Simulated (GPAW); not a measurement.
# An Al chain with two N atoms in line: transmission at several levels, part 2 of 2

Aim: T(E), conductance and thermopower of an Al chain with two N atoms in line, and what cheaper settings cost in accuracy.

GPAW 26.7.0; GPAW LCAO, PAW setups; Landauer transmission from Green's functions with principal layers (ASE), zero bias.

So far, transmission at the Fermi level (one spin): step 2 (GPAW, dzp, PBE, GPAW) 1.53; step 3 (basis szp(dzp), PBE, GPAW) 1.46; step 4 (basis sz(dzp), PBE, GPAW) 1.55; step 5 (revPBE) 1.54.

## (8) SCF mesh 1×1×1

The SCF mesh sets the Fermi level of the repeated cell.

This step: GPAW LCAO, PAW setups; Landauer transmission from Green's functions with principal layers (ASE), zero bias (GPAW 26.7.0).

File run.py:

```python
import json
import numpy as np
from ase import Atoms
from ase.transport.calculators import TransportCalculator
from gpaw import GPAW, FermiDirac
from gpaw.lcao.tools import get_lcao_hamiltonian
from scipy.linalg import eigh

# The junction with lead layers at both ends, along the third cell vector
device = Atoms(
    ['Al', 'Al', 'Al', 'Al', 'Al', 'Al', 'N', 'N', 'Al', 'Al', 'Al', 'Al', 'Al', 'Al'],
    positions=[
        [4.50000, 4.50000, 1.20000],
        [4.50000, 4.50000, 3.60000],
        [4.50000, 4.50000, 6.00000],
        [4.50000, 4.50000, 8.40000],
        [4.50000, 4.50000, 10.80000],
        [4.50000, 4.50000, 13.20000],
        [4.50000, 4.50000, 14.93130],
        [4.50000, 4.50000, 16.25130],
        [4.50000, 4.50000, 17.98260],
        [4.50000, 4.50000, 20.38260],
        [4.50000, 4.50000, 22.78260],
        [4.50000, 4.50000, 25.18260],
        [4.50000, 4.50000, 27.58260],
        [4.50000, 4.50000, 29.98260]],
    cell=[[9.0, 0.0, 0.0], [0.0, 9.0, 0.0], [0.0, 0.0, 31.1826]],
    pbc=True)

# One principal layer of the lead: the first 4 atoms of the device
lead = Atoms(
    ['Al', 'Al', 'Al', 'Al'],
    positions=[
        [4.50000, 4.50000, 1.20000],
        [4.50000, 4.50000, 3.60000],
        [4.50000, 4.50000, 6.00000],
        [4.50000, 4.50000, 8.40000]],
    cell=[[9.0, 0.0, 0.0], [0.0, 9.0, 0.0], [0.0, 0.0, 9.6]],
    pbc=True)

settings = dict(mode='lcao', basis='dzp', xc='PBE', h=0.18,
                occupations=FermiDirac(0.1), maxiter=250,
                mixer=dict(beta=0.1, nmaxold=8, weight=100.0),
                convergence=dict(density=0.0001))
energies = np.arange(-2, 2 + 1e-9, 0.05)
eta = 0.0001
n1, n2 = 1, 1
# k and -k transmit alike, so half of the mesh across the current serves
mesh = [(i, j) for i in range(n1) for j in range(n2) if (i, j) <= (-i % n1, -j % n2)]
weights = np.array([1 if (i, j) == (-i % n1, -j % n2) else 2 for i, j in mesh]) / (n1 * n2)

# [... helper functions left out ...]
fermi_lead = ground_state(lead, (1, 1, 12), 'lead.txt')
fermi_device = ground_state(device, (1, 1, 1), 'device.txt')
# [... loop over the mesh left out, but for ...]
        # Shift the lead onto the potential of the device's first layer
        shift = ((H[:, 0, 0] - H0[:, 0, 0]) / S0[0, 0]).real.mean()
# [...]
kT = 8.617333e-5 * 200
bias = [0.1, 0.2, 0.5, 1.0, 1.5, 2.0]
# [... integrals and printing left out ...]
```

Run with:

```bash
$ OMP_NUM_THREADS=1 OPENBLAS_NUM_THREADS=1 python run.py
```

What it wrote:

```text
basis functions: device 182, principal layer 52
Fermi level: lead -3.1259 eV, device -3.1642 eV; lead shifted by 0.0145 eV
largest coupling past the next layer 1.20e-15 eV, largest misfit of the first layer 0.028 eV
  E-E_F (eV)   T (one spin)  [channel counts left out]
    -2.000    1.3056e-02
    -1.950    1.2255e-02
    -1.900    1.1437e-02
    -1.850    1.0602e-02
    -1.800    9.7517e-03
    -1.750    8.8858e-03
    -1.700    8.0047e-03
    -1.650    7.1084e-03
    -1.600    6.1966e-03
    -1.550    5.2690e-03
    -1.500    4.3245e-03
    -1.450    3.3621e-03
    -1.400    2.3801e-03
    -1.350    1.3766e-03
    -1.300    3.4937e-04
    -1.250    3.0018e-10
[...]
1.650    9.1249e-01
     1.700    9.0187e-01
     1.750    8.9277e-01
     1.800    8.8505e-01
     1.850    8.7857e-01
     1.900    8.7322e-01
     1.950    8.6887e-01
     2.000    8.6542e-01
conductance at 200 K: 1.5213 G0 a cell; thermopower 0.8784 uV/K
current from the zero-bias T(E) at 0.1 V: 11.765 uA
current from the zero-bias T(E) at 0.2 V: 23.399 uA
current from the zero-bias T(E) at 0.5 V: 56.054 uA
current from the zero-bias T(E) at 1.0 V: 86.706 uA
current from the zero-bias T(E) at 1.5 V: 105.28 uA
current from the zero-bias T(E) at 2.0 V: 126.74 uA
```

Wall time 70 s (1 thread of Intel Xeon 6975P-C (Granite Rapids), shared host); peak memory 1.5 GiB.

The run finished with changed settings (scf_mesh = [1, 1, 1]); it serves as a test.

The two runs compared:

```tsv
quantity	this run	sound run	difference
conductance (G₀)	1.5213	1.5273	-0.00607
largest coupling past the next principal layer (eV)	1.196e-15	9.930e-16	2.0e-16
largest misfit of the first principal layer (eV)	0.028319	0.026805	0.00151
shift that aligns the lead (eV)	0.014473	-0.0069316	0.0214
transmission at the Fermi level (one spin)	1.5259	1.5321	-0.00615
```

## (9) A second varied run

A last run, with other settings again.

run.py: that of step 8 with these lines changed.

```diff
@@ -41,3 +41,3 @@
 settings = dict(mode='lcao', basis='dzp', xc='PBE', h=0.18,
-                occupations=FermiDirac(0.1), maxiter=250,
+                occupations=FermiDirac(0.1), maxiter=100,
                 mixer=dict(beta=0.1, nmaxold=8, weight=100.0),
@@ -45,3 +45,3 @@
 energies = np.arange(-2, 2 + 1e-9, 0.05)
-eta = 0.0001
+eta = 0.2
 n1, n2 = 1, 1
@@ -53,3 +53,3 @@
 fermi_lead = ground_state(lead, (1, 1, 12), 'lead.txt')
-fermi_device = ground_state(device, (1, 1, 1), 'device.txt')
+fermi_device = ground_state(device, (1, 1, 3), 'device.txt')
 # [... loop over the mesh left out, but for ...]
```

What it wrote:

```text
basis functions: device 182, principal layer 52
Fermi level: lead -3.1259 eV, device -3.1419 eV; lead shifted by -0.0069 eV
largest coupling past the next layer 9.93e-16 eV, largest misfit of the first layer 0.027 eV
  E-E_F (eV)   T (one spin)  [channel counts left out]
    -2.000    2.2021e-03
    -1.950    2.0319e-03
    -1.900    1.8586e-03
    -1.850    1.6829e-03
    -1.800    1.5056e-03
    -1.750    1.3277e-03
    -1.700    1.1507e-03
    -1.650    9.7642e-04
    -1.600    8.0710e-04
    -1.550    6.4583e-04
    -1.500    4.9648e-04
    -1.450    3.6373e-04
    -1.400    2.5255e-04
    -1.350    1.6687e-04
    -1.300    1.0733e-04
    -1.250    7.0098e-05
[...]
1.650    1.1734e-01
     1.700    1.1844e-01
     1.750    1.1956e-01
     1.800    1.2071e-01
     1.850    1.2188e-01
     1.900    1.2309e-01
     1.950    1.2433e-01
     2.000    1.2560e-01
conductance at 200 K: 0.014257 G0 a cell; thermopower -22.23 uV/K
current from the zero-bias T(E) at 0.1 V: 0.11065 uA
current from the zero-bias T(E) at 0.2 V: 0.22247 uA
current from the zero-bias T(E) at 0.5 V: 0.57795 uA
current from the zero-bias T(E) at 1.0 V: 1.3132 uA
current from the zero-bias T(E) at 1.5 V: 2.2684 uA
current from the zero-bias T(E) at 2.0 V: 3.5688 uA
```

The job ended after 80 s (1 thread; peak memory 1.5 GiB).

The run finished. A setting was moved off its sound value on purpose, so it serves as a test and not as the result.

The fault put into the input: a broadening of tenths of an eV (eta = 0.2).

Side by side:

```tsv
quantity	this run	sound run	difference
conductance (G₀)	0.014257	1.5273	-1.51
largest misfit of the first principal layer (eV)	0.026805	0.026805	2.8e-14
shift that aligns the lead (eV)	-0.0069316	-0.0069316	1.8e-14
transmission at the Fermi level (one spin)	0.014278	1.5321	-1.52
```

The two runs differ clearly in the transmission at the Fermi level (one spin): 0.0143 against 1.53.

## (10) Outcome

```json
{
 "conductance": "1.53 G₀",
 "transmission at the Fermi level, mean of the spins": "1.53",
 "thermopower": "about 0 (under 1.5 μV/K)"
}
```

What this shows: In the dzp basis the junction conducts 1.53 G₀ at 200 K, with T = 1.53 a spin at the Fermi level; the sz basis reaches that conductance within 10 %. At the Fermi level two eigenchannels carry the current (0.77 and 0.77). Measured against the first run (dzp), the nearest curve is that of dzp-revPBE (r.m.s. 0.12) and the farthest that of sz (0.22). Over the compared runs wall time goes from 48 s (sz) to 84 s (dzp), on a shared host. The geometry was built from estimated bond lengths and not relaxed, so the numbers describe this model structure. An evenly spaced straight chain is an idealisation: free chains tend to dimerise, zigzag or, where a band edge lies near the Fermi level, turn magnetic. The currents use the zero-bias T(E) throughout, which holds only while the bias is small against the distance to the nearest feature. The energy step is wider than the thermal energy, so the conductance and thermopower rest on interpolation of T(E).

[Logs are printed without paths, hosts, clocks, repeated set-up lines and the standing remarks that a program may print on its own settings, such as how far it seeks lower states.]

[Hosts, paths, dates, database ids (printed as entryN), source tags and the programs' standing remarks are cut or masked in the printed files.]
